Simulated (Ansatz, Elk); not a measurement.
## NbAl2Tl3: X-ray structure factors from the self-consistent density

Structure refinements treat a crystal as free atoms side by side. For a made-up structure of NbAl2Tl3 (cell and positions from a PBE relaxation) the runs below show what the calculated density changes in F(hkl).

Calculated with Elk 11.2.3 (patched build); DFT, PBE, all-electron APW+lo, Dirac cores, scalar-relativistic bands, static density, no spin.

The structure was built from a prototype and need not be the compound's stable phase.

## Step 1: The structure

It takes space group P-3m1 (No. 164, trigonal). Conventional cell: a = 4.407 Å, b = 4.407 Å, c = 9.262 Å, α = 90.00°, β = 90.00°, γ = 120.00°. Tl has 6 Tl at 3.40 Å nearest. Tl has 4 Al at 2.90 to 3.36 Å and 3 Tl at 3.40 Å nearest. Nb has 6 Al at 2.73 Å nearest. Al has 3 Nb at 2.73 Å and 3 Tl at 2.90 Å nearest. Farther neighbours are not listed.

Structure file:

```cif
data_structure
_symmetry_space_group_name_H-M 'P 1'
_symmetry_Int_Tables_number 1
_cell_length_a 4.4065
_cell_length_b 4.4065
_cell_length_c 9.2623
_cell_angle_alpha 90.000
_cell_angle_beta 90.000
_cell_angle_gamma 120.000
_cell_volume 155.75
loop_
_atom_site_label
_atom_site_type_symbol
_atom_site_fract_x
_atom_site_fract_y
_atom_site_fract_z
_atom_site_occupancy
Tl1 Tl 0.00000 0.00000 0.00000 1
Tl2 Tl 0.66667 0.33333 0.24356 1
Tl3 Tl 0.33333 0.66667 0.75644 1
Nb4 Nb 0.00000 0.00000 0.50000 1
Al5 Al 0.66667 0.33333 0.60663 1
Al6 Al 0.33333 0.66667 0.39337 1
```

## Step 2: Ground state and structure factors

An all-electron density is needed, since X-rays see the cores too. Task 0 finds the density and task 195 Fourier-transforms it; tshift is off so that phases refer to the origin typed.

elk.in

```
tasks
  0
  195

xctype
  20

spinpol
  .false.

rgkmax
  7.0

gmaxvr
  14.0

lmaxo
  7

lmaxapw
  8

swidth
  0.002

tshift
  .false.

ramdisk
  .false.

hmaxvr
  5.5

maxscl
  120

epspot
  1e-06

sppath
  './'

avec
  8.32711043444 0.00000000000 -0.00000000000
  -4.16355521722 7.21148917635 0.00000000000
  -0.00000000000 0.00000000000 17.50316563725

atoms
  3
  'Tl.in'
  3
  0.0000000000 -0.0000000000 -0.0000000000   0.000000 0.000000 0.000000
  0.6666666667 0.3333333333 0.2435623511   0.000000 0.000000 0.000000
  0.3333333333 0.6666666667 0.7564376489   0.000000 0.000000 0.000000
  'Nb.in'
  1
  -0.0000000000 0.0000000000 0.5000000000   0.000000 0.000000 0.000000
  'Al.in'
  2
  0.6666666667 0.3333333333 0.6066294947   0.000000 0.000000 0.000000
  0.3333333333 0.6666666667 0.3933705053   0.000000 0.000000 0.000000

ngridk
  6 6 3
```

On the command line:

```bash
$ OMP_NUM_THREADS=4 elk
```

Numbers of over 12 decimals in the logs are rounded to 6 here.

The log of the run:

```text
┌─────────────────────────┐
│ Elk code version 11.2.3 │
└─────────────────────────┘

All units are atomic (Hartree, Bohr, etc.)

┌─────────────────────────────────────────────────┐
│ Ground-state run starting from atomic densities │
└─────────────────────────────────────────────────┘

Lattice vectors :
   8.327110434       0.000000000      -0.000000000
  -4.163555217       7.211489176       0.000000000
  -0.000000000       0.000000000       17.50316564

Reciprocal lattice vectors :
  0.7545456922      0.4356371585       0.000000000
  -0.000000000      0.8712743171      -0.000000000
   0.000000000       0.000000000      0.3589742243

Unit cell volume      :    1051.080268
Brillouin zone volume :   0.2359955001

Muffin-tin inner radius fraction :   0.1000000000E-01

Nuclei treated as point charges

Species : 1 (Tl)
 parameters loaded from : Tl.in
 name : thallium
 nuclear charge    :   -81.00000000
 electronic charge :    81.00000000
 atomic mass :    372567.9643
 muffin-tin radius :    2.800000000
 number of radial points in muffin-tin :   1393
 inner part over the whole radius :   0.9893942913E-02
 number on inner part of muffin-tin    :   1000
 approximate nuclear radius :   0.1043008296E-03
 number of mesh points to nuclear radius :    525
 atomic positions (lattice), magnetic fields (Cartesian) :
  1 :   0.00000000  0.00000000  0.00000000    0.00000000  0.00000000  0.00000000
  2 :  -0.33333333  0.33333333  0.24356235    0.00000000  0.00000000  0.00000000
  3 :   0.33333333 -0.33333333 -0.24356235    0.00000000  0.00000000  0.00000000

Species : 2 (Nb)
 parameters loaded from : Nb.in
 name : niobium
 nuclear charge    :   -41.00000000
 electronic charge :    41.00000000
 atomic mass :    169357.9704
 muffin-tin radius :    2.600000000
 number of radial points in muffin-tin :   1193
 inner part over the whole radius :   0.9932322271E-02
 number on inner part of muffin-tin    :    848
 approximate nuclear radius :   0.8268951942E-04
 number of mesh points to nuclear radius :    418
 atomic positions (lattice), magnetic fields (Cartesian) :
  1 :   0.00000000  0.00000000  0.50000000    0.00000000  0.00000000  0.00000000

Species : 3 (Al)
 parameters loaded from : Al.in
 name : aluminium
 nuclear charge    :   -13.00000000
 electronic charge :    13.00000000
 atomic mass :    49184.33496
 muffin-tin radius :    2.200000000
 number of radial points in muffin-tin :    793
 inner part over the whole radius :   0.9821194981E-02
 number on inner part of muffin-tin    :    552
 approximate nuclear radius :   0.5839653600E-04
 number of mesh points to nuclear radius :    244
 atomic positions (lattice), magnetic fields (Cartesian) :
  1 :  -0.33333333  0.33333333 -0.39337051    0.00000000  0.00000000  0.00000000
  2 :   0.33333333 -0.33333333  0.39337051    0.00000000  0.00000000  0.00000000

Total number of atoms per unit cell :    6
Total muffin-tin volume :    438.6836206
 ratio of muffin-tin to unit cell volume :   0.4173645287

Spin treatment :
 spin-unpolarised

Number of Bravais lattice symmetries :   24
Number of crystal symmetries         :   12
Crystal has inversion symmetry
Real symmetric eigensolver will be used

k-point grid :      6     6     3
k-point offset :    0.000000000       0.000000000       0.000000000
k-point set is reduced with full crystal symmetry group
Total number of k-points :       17

Muffin-tin radius times maximum |G+k| :    7.000000000
 using average radius
Maximum |G+k| for APW functions       :    2.727272727
Maximum (1/2)|G+k|²                   :    3.719008264
Maximum |G| for potential and density :    14.00000000
Constant for pseudocharge density :   10
 order of it for each species :   17  17  17
 order of it for pair densities of each species (exact exchange by exxq0 0: 18) :   12  10   5
Radial integration step length :    1

G-vector grid sizes :     40    40    80
Number of G-vectors :    48829

Maximum angular momentum used for
 APW functions            :    8
 outer part of muffin-tin :    7
[...]
exchange                    :     -1283.6647456243
 correlation                 :     -18.061803783303
 electron entropic           :    -0.11999603931223E-02
 total energy                :     -65173.741602798

Density of states at Fermi energy :    88.77913438
 (states/Hartree/unit cell)

Estimated indirect band gap :   0.3041118371E-02
 from k-point 15 to k-point 7
Estimated direct band gap   :   0.5450813521E-02
 at k-point 7

Charges :
 core                        :    222.0000000
 valence                     :    88.00000000
 interstitial                :    9.752592883
 muffin-tins (core leakage)
  species : 1 (Tl)
[...]
species : 2 (Nb)
[...]
species : 3 (Al)
[...]
total in muffin-tins        :    300.2474071
 total calculated charge     :    309.9982585
 total charge                :    310.0000000
 error                       :   0.1741535808E-02

RMS change in Kohn-Sham potential (target) :   0.4182897149     (  0.1000000000E-05)
Absolute change in total energy (target)   :   0.2798981986     (  0.1000000000E-03)

[... loops 3 to 17 left out ...]

┌──────────────────┐
│ Loop number : 18 │
└──────────────────┘

Energies :
 Fermi                       :     0.191180
 sum of occupied eigenvalues :     -40117.796847519
 electron kinetic            :      74985.817621436
 core electron kinetic       :      74088.533503276
 Coulomb                     :     -138855.33493755
 Coulomb potential           :     -113400.55741065
 nuclear-nuclear             :     -4909.8455054622
 electron-nuclear            :     -154572.27283154
 Hartree                     :      20626.783399446
 Madelung                    :     -82155.056232231
 xc potential                :     -1703.0570583101
 exchange                    :     -1284.1638758413
 correlation                 :     -18.066218598950
 electron entropic           :    -0.14497159960484E-02
 total energy                :     -65171.748860274

Density of states at Fermi energy :    113.0190319
 (states/Hartree/unit cell)

Estimated indirect band gap :   0.1542204026E-02
 from k-point 2 to k-point 11
Estimated direct band gap   :   0.3713038377E-02
 at k-point 7

Charges :
 core                        :    222.0000000
 valence                     :    88.00000000
 interstitial                :    9.495038245
 muffin-tins (core leakage)
  species : 1 (Tl)
[...]
species : 2 (Nb)
[...]
species : 3 (Al)
[...]
total in muffin-tins        :    300.5049618
 total calculated charge     :    309.9983731
 total charge                :    310.0000000
 error                       :   0.1626916921E-02

RMS change in Kohn-Sham potential (target) :   0.2190000711E-06 (  0.1000000000E-05)
Absolute change in total energy (target)   :   0.5248596426E-04 (  0.1000000000E-03)

Convergence targets achieved

┌──────────────────┐
│ Loop number : 19 │
└──────────────────┘

Energies :
 Fermi                       :     0.191179
 sum of occupied eigenvalues :     -40117.796850420
 electron kinetic            :      74985.817620249
 core electron kinetic       :      74088.533503792
 Coulomb                     :     -138855.33493876
 Coulomb potential           :     -113400.55742047
 nuclear-nuclear             :     -4909.8455054622
 electron-nuclear            :     -154572.27282464
 Hartree                     :      20626.783391334
 Madelung                    :     -82155.056228529
 xc potential                :     -1703.0570501959
 exchange                    :     -1284.1638760521
 correlation                 :     -18.066218599298
 electron entropic           :    -0.14497170884791E-02
 total energy                :     -65171.748862885

Density of states at Fermi energy :    113.0191374
 (states/Hartree/unit cell)

Estimated indirect band gap :   0.1542191820E-02
 from k-point 2 to k-point 11
Estimated direct band gap   :   0.3713039203E-02
 at k-point 7

Charges :
 core                        :    222.0000000
 valence                     :    88.00000000
 interstitial                :    9.495037937
 muffin-tins (core leakage)
  species : 1 (Tl)
[...]
species : 2 (Nb)
   atom 1                    :    39.17489132     (  0.6036162077E-06)
  species : 3 (Al)
   atom 1                    :    11.23776693     (  0.4723203151E-03)
   atom 2                    :    11.23776693     (  0.4723203151E-03)
 total in muffin-tins        :    300.5049621
 total calculated charge     :    309.9983731
 total charge                :    310.0000000
 error                       :   0.1626916898E-02

┌──────────────────────────────┐
│ Self-consistent loop stopped │
└──────────────────────────────┘

Warning : core states of species 3 leak from the muffin-tin :   0.4723203151E-03

Wrote STATE.OUT
```

Run time: 47 s. Hardware: 4 threads of Arm Neoverse V2, shared host; peak memory 0.3 GiB.

SFACRHO.OUT:

```text

h k l indices transformed by vhmat matrix:
   1.000000000       0.000000000       0.000000000    
   0.000000000       1.000000000       0.000000000    
   0.000000000       0.000000000       1.000000000    

      h      k      l  multipl.   |H|            Re(F)            Im(F)           |F|

      0      0      0      1   0.0000000       310.00000      0.36140495E-16   310.00000    
      0      0     -1      2  0.35897422       26.597006     -0.11851669E-13   26.597006    
      0      0     -2      2  0.71794845      -33.398789      0.36466672E-14   33.398789    
      0      1      0      6  0.87127432       25.285283      -0.0000000       25.285283    
      1      0      1      6  0.94232767       159.62389      0.18233336E-14   159.62389    
      0      1      1      6  0.94232767      -72.827004      0.11851669E-13   72.827004    
      0      0     -3      2   1.0769227       28.660550     -0.25526671E-13   28.660550    
     -1      0      2      6   1.1289681       147.18702     -0.27350004E-13   147.18702    
     -1      0     -2      6   1.1289681       200.01278     -0.36466672E-14   200.01278    
     -1      1     -3      6   1.3852369       172.01696     -0.30085005E-13   172.01696    
      0      1     -3      6   1.3852369      -90.265260      0.20056670E-13   90.265260    
      0      0      4      2   1.4358969       215.83349     -0.41480840E-13   215.83349    
     -1      2      0      6   1.5090914       247.63072      0.49996256E-17   247.63072    
      1      1     -1     12   1.5511993       27.572808      0.63816677E-14   27.572808    
     -2      1      2     12   1.6711693      -30.554766     -0.36466672E-14   30.554766    
     -1      0      4      6   1.6795591       49.641265     -0.12763335E-13   49.641265    
     -1      1      4      6   1.6795591       26.639895      0.17321669E-13   26.639895    
      0      2      0      6   1.7425486       21.061589      -0.0000000       21.061589
```

Elk indexes on the primitive cell of elk.in and gives |H| = 4π sin θ/λ in inverse bohr. Below, one row stands for each form hkl of the conventional cell (m members, Friedel mates merged), F is for one primitive cell and the density is static (no thermal factor). Free-atom factors are Waasmaier and Kirfel's, and R is Σm||F|−|F'||/Σm|F|.

```csv
hkl,m,sin θ/λ (Å⁻¹),"abs F, DFT",neutral atoms,diff.
001,2,0.054,26.597,26.843,-0.246
002,2,0.108,33.399,33.456,-0.057
100,6,0.131,25.285,25.449,-0.164
101,6,0.142,159.624,159.612,+0.012
011,6,0.142,72.827,73.040,-0.213
003,2,0.162,28.661,28.625,+0.036
012,6,0.170,147.187,147.713,-0.526
102,6,0.170,200.013,200.290,-0.277
013,6,0.208,172.017,172.020,-0.003
103,6,0.208,90.265,90.666,-0.400
004,2,0.216,215.833,216.393,-0.560
110,6,0.227,247.631,248.465,-0.834
111,12,0.233,27.573,27.190,+0.383
112,12,0.251,30.555,30.563,-0.008
014,6,0.253,49.641,49.706,-0.065
104,6,0.253,26.640,26.666,-0.026
200,6,0.262,21.062,21.049,+0.012
201,6,0.268,62.735,62.692,+0.043
021,6,0.268,139.118,139.122,-0.004
005,2,0.270,75.780,75.731,+0.049
113,12,0.279,25.593,25.697,-0.104
022,6,0.283,172.763,173.101,-0.338
```

## Step 3: The highest occupied states alone

An energy window below the Fermi level keeps the highest occupied states, to see at which angles they scatter; shallow core shells can lie inside it and anion s states outside. No new self-consistency is needed.

elk.in, as its differences from that of step 2:

```diff
@@ -1,3 +1,2 @@
 tasks
-  0
   195
@@ -40,2 +39,5 @@
 
+wsfac
+  -0.360060 0.491180
+
 sppath
```

On the command line:

```bash
$ OMP_NUM_THREADS=4 elk
```

The log of the run:

```text
┌─────────────────────────────────┐
│ Elk code version 11.2.3 started │
└─────────────────────────────────┘

Info(readinput): the functional depends on the density's gradient
 muffin-tin radial points multiplied by    2.00000
 (not where nrmtscf is given)

┌────────────────────┐
│ Current task : 195 │
└────────────────────┘

Info(sfacrho): density structure factors written to SFACRHO.OUT

 Energy window :  -0.3600600000      0.4911800000

┌──────────────────┐
│ Elk code stopped │
└──────────────────┘
```

It took 20 s on 4 threads; peak memory 0.2 GiB; 24 s of CPU time.

States within 15 eV below the Fermi level hold 50.00 electrons; any levels below the window count with the cores. Their amplitudes can exceed the total, where window and core parts have opposite phase:

```csv
hkl,sin θ/λ (Å⁻¹),"abs F, window","abs F, all"
001,0.054,4.636,26.597
002,0.108,6.120,33.399
100,0.131,1.048,25.285
101,0.142,19.254,159.624
011,0.142,6.381,72.827
003,0.162,4.266,28.661
012,0.170,12.326,147.187
102,0.170,15.877,200.013
013,0.208,13.576,172.017
103,0.208,3.676,90.265
```

## Step 4: Another try

In this try the input is made faulty on purpose, to show what that does.

The input is changed as shown.

elk.in, as its differences from that of step 3:

```diff
@@ -1,2 +1,3 @@
 tasks
+  0
   195
@@ -39,5 +40,2 @@
 
-wsfac
-  -0.360060 0.491180
-
 sppath
@@ -65,3 +63,3 @@
 
-ngridk
+ngrid
   6 6 3
```

On the command line:

```bash
$ OMP_NUM_THREADS=4 elk
```

The log of the run:

```text
┌─────────────────────────────────┐
│ Elk code version 11.2.3 started │
└─────────────────────────────────┘

Error(readinput): invalid block name : ngrid
```

It took 0.01 s on 4 threads; peak memory 0.16 GiB.

The program refused the input before any cycle.

The program's message: “Error(readinput): invalid block name : ngrid”

A key was misspelt on purpose.

## Step 5: Another functional

The difference from free atoms is small, so it is set against the change that PBEsol makes.

elk.in, as its differences from that of step 4:

```diff
@@ -5,3 +5,3 @@
 xctype
-  20
+  22
 
@@ -63,3 +63,3 @@
 
-ngrid
+ngridk
   6 6 3
```

On the command line:

```bash
$ OMP_NUM_THREADS=4 elk
```

The log of the run:

```text
┌─────────────────────────┐
│ Elk code version 11.2.3 │
└─────────────────────────┘

All units are atomic (Hartree, Bohr, etc.)

┌─────────────────────────────────────────────────┐
│ Ground-state run starting from atomic densities │
└─────────────────────────────────────────────────┘

Lattice vectors :
   8.327110434       0.000000000      -0.000000000
  -4.163555217       7.211489176       0.000000000
  -0.000000000       0.000000000       17.50316564

Reciprocal lattice vectors :
  0.7545456922      0.4356371585       0.000000000
[...]
species : 1 (Tl)
[...]
species : 2 (Nb)
[...]
species : 3 (Al)
   atom 1                    :    11.23255496     (  0.4820377680E-03)
   atom 2                    :    11.23255496     (  0.4820377680E-03)
 total in muffin-tins        :    300.4922989
 total calculated charge     :    309.9983614
 total charge                :    310.0000000
 error                       :   0.1638636369E-02

┌──────────────────────────────┐
│ Self-consistent loop stopped │
└──────────────────────────────┘

Warning : core states of species 3 leak from the muffin-tin :   0.4820377680E-03

Wrote STATE.OUT
[key lines of the parts left out:]
total energy                :     -65152.220584218
```

It took 47 s on 4 threads; peak memory 0.3 GiB.

Against the first run R = 0.01 %; the largest change is -0.041 at 102.

## Step 6: Basis size

The basis and the expansions that go with it are enlarged, to see whether the differences are converged.

elk.in, as its differences from that of step 5:

```diff
@@ -5,3 +5,3 @@
 xctype
-  22
+  20
 
@@ -11,12 +11,12 @@
 rgkmax
-  7.0
+  8.5
 
 gmaxvr
-  14.0
+  18.0
 
 lmaxo
-  7
+  9
 
 lmaxapw
-  8
+  10
```

On the command line:

```bash
$ OMP_NUM_THREADS=4 elk
```

The log of the run:

```text
┌─────────────────────────┐
│ Elk code version 11.2.3 │
└─────────────────────────┘

All units are atomic (Hartree, Bohr, etc.)

┌─────────────────────────────────────────────────┐
│ Ground-state run starting from atomic densities │
└─────────────────────────────────────────────────┘

Lattice vectors :
   8.327110434       0.000000000      -0.000000000
  -4.163555217       7.211489176       0.000000000
  -0.000000000       0.000000000       17.50316564

Reciprocal lattice vectors :
  0.7545456922      0.4356371585       0.000000000
[...]
species : 1 (Tl)
[...]
species : 2 (Nb)
[...]
species : 3 (Al)
   atom 1                    :    11.23920495     (  0.4721795442E-03)
   atom 2                    :    11.23920495     (  0.4721795442E-03)
 total in muffin-tins        :    300.5386391
 total calculated charge     :    309.9989171
 total charge                :    310.0000000
 error                       :   0.1082886493E-02

┌──────────────────────────────┐
│ Self-consistent loop stopped │
└──────────────────────────────┘

Warning : core states of species 3 leak from the muffin-tin :   0.4721795442E-03

Wrote STATE.OUT
[key lines of the parts left out:]
total energy                :     -65171.771028127
```

The job ended after 2 min (4 threads; peak memory 0.58 GiB).

Against the first run R = 0.00 %; the largest change is -0.015 at 300.

## Step 7: Settings against the effect

```csv
run,R against the first run (%),"R against neutral atoms, low angle (%)",wall time
"PBE, rgkmax 7",0.00,0.21,47 s
PBEsol,0.01,0.22,47 s
rgkmax 8.5 with larger expansions,0.00,0.21,2 min
```

## Step 8: What came out

| Property | Result |
| --- | --- |
| R against neutral atoms, sin θ/λ < 0.3 Å⁻¹ | 0.21 % |
| R against neutral atoms, 0.3 to 0.61 Å⁻¹ | 0.09 % |

Independent neutral atoms miss the calculated amplitudes by R = 0.21 % below 0.3 Å⁻¹ and 0.09 % from there to 0.61 Å⁻¹; by shells, 0.18 % below 0.15 Å⁻¹ (5 forms), 0.22 % 0.15 to 0.3 (18 forms), 0.12 % 0.3 to 0.45 (41 forms), 0.07 % above 0.45 (85 forms). Bonding, aspherical density and the tables' own atoms all enter these figures, and the runs don't part them. The largest change of an amplitude is -0.83 electrons, at 110. The window's part falls from 50.0 electrons at the origin to at most 0.93 between 0.45 and 0.61 Å⁻¹, where compact states inside the window still scatter. The window holds more than the 20 outer electrons of the free atoms, so shallow core shells lie inside it. Below 0.3 Å⁻¹ the changes that finished (PBEsol and rgkmax 8.5 with larger expansions) move F by R = 0.01 % at most, against the 0.21 % that separates it from free atoms. The k-mesh has no finished test. These runs have no spin, though d or f shells may be open. Spin-orbit coupling is left out, which can matter for elements this heavy. Part of the difference isn't bonding: the tables are fits to free atoms and ions calculated by other methods than this functional. Thermal motion, anomalous dispersion and extinction are left out.

[Logs are printed without paths, hosts, clocks, repeated set-up lines and the standing remarks that a program may print on its own settings, such as how far it seeks lower states.]

[Hosts, paths, dates, database ids (printed as entryN), source tags and the programs' standing remarks are cut or masked in the printed files.]
